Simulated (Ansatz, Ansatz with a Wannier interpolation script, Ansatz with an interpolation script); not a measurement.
An input for Ansatz 0.2.0 (GaN (P6_3mc)):

```yaml
crystal:
  lattice:
    - [3.1163999977, 0.0, 0.0]
    - [-1.5581999989, 2.6988815664, 0.0]
    - [0.0, 0.0, 5.2125828034]
  atoms:
    - { symbol: Ga, position: [0.3333333333, 0.6666666667, 0.0014709479] }
    - { symbol: Ga, position: [0.6666666667, 0.3333333333, 0.5014709479] }
    - { symbol: "N", position: [0.3333333333, 0.6666666667, 0.3735290521] }
    - { symbol: "N", position: [0.6666666667, 0.3333333333, 0.8735290521] }
kpoints:
  mp_grid: { grid: [9, 9, 4] }
hamiltonian:
  xc: lda
scf:
  occupations: { method: fixed }
gw:
  n_empty_bands: 201
  ecut_chi: 160.0
  qp_bands: [v6, c2]
  screening: { model: contour_deformation }
```

The database entry behind the starting cell differs from later determinations by our own check (about 0.3 % short, ideal inner coordinate), so it need not match the best structure at ambient conditions.

```sh
ansatz run input.yaml --threads 16 --pin off --max-ram 64512MiB --backend cuda --events-out ev --progress --plain --runs-dir out --devices 1 --max-vram 78GiB
```

Question: How long will it take on 1 × NVIDIA GB200 (shared by 2 runs) with 16 threads of Arm Neoverse V2, shared host, and how much memory?

It took 19 s; on shared hardware allow 9.6 s to 38 s. Peak host memory was 1.4 GiB. The sizes that set the cost: 881 plane waves a state, 36 irreducible k points, 219 bands summed, 209 plane waves in the screening and 7 SCF cycles.

The screening grows as filled bands × empty bands × pairs of k points, times the square of the screening basis for the matrix.

[Paths, hosts, dates, memory and timing lines, banners, echoed tables and standing remarks are left out of the program output.]

[Logs are printed without paths, hosts, clocks, repeated set-up lines and the standing remarks that a program may print on its own settings, such as how far it seeks lower states.]

[Runs of the session that timed out or met a known fault of the program may be left out.]

[Hosts, paths, dates, database ids (printed as entryN), source tags and the programs' standing remarks are cut or masked in the printed files.]
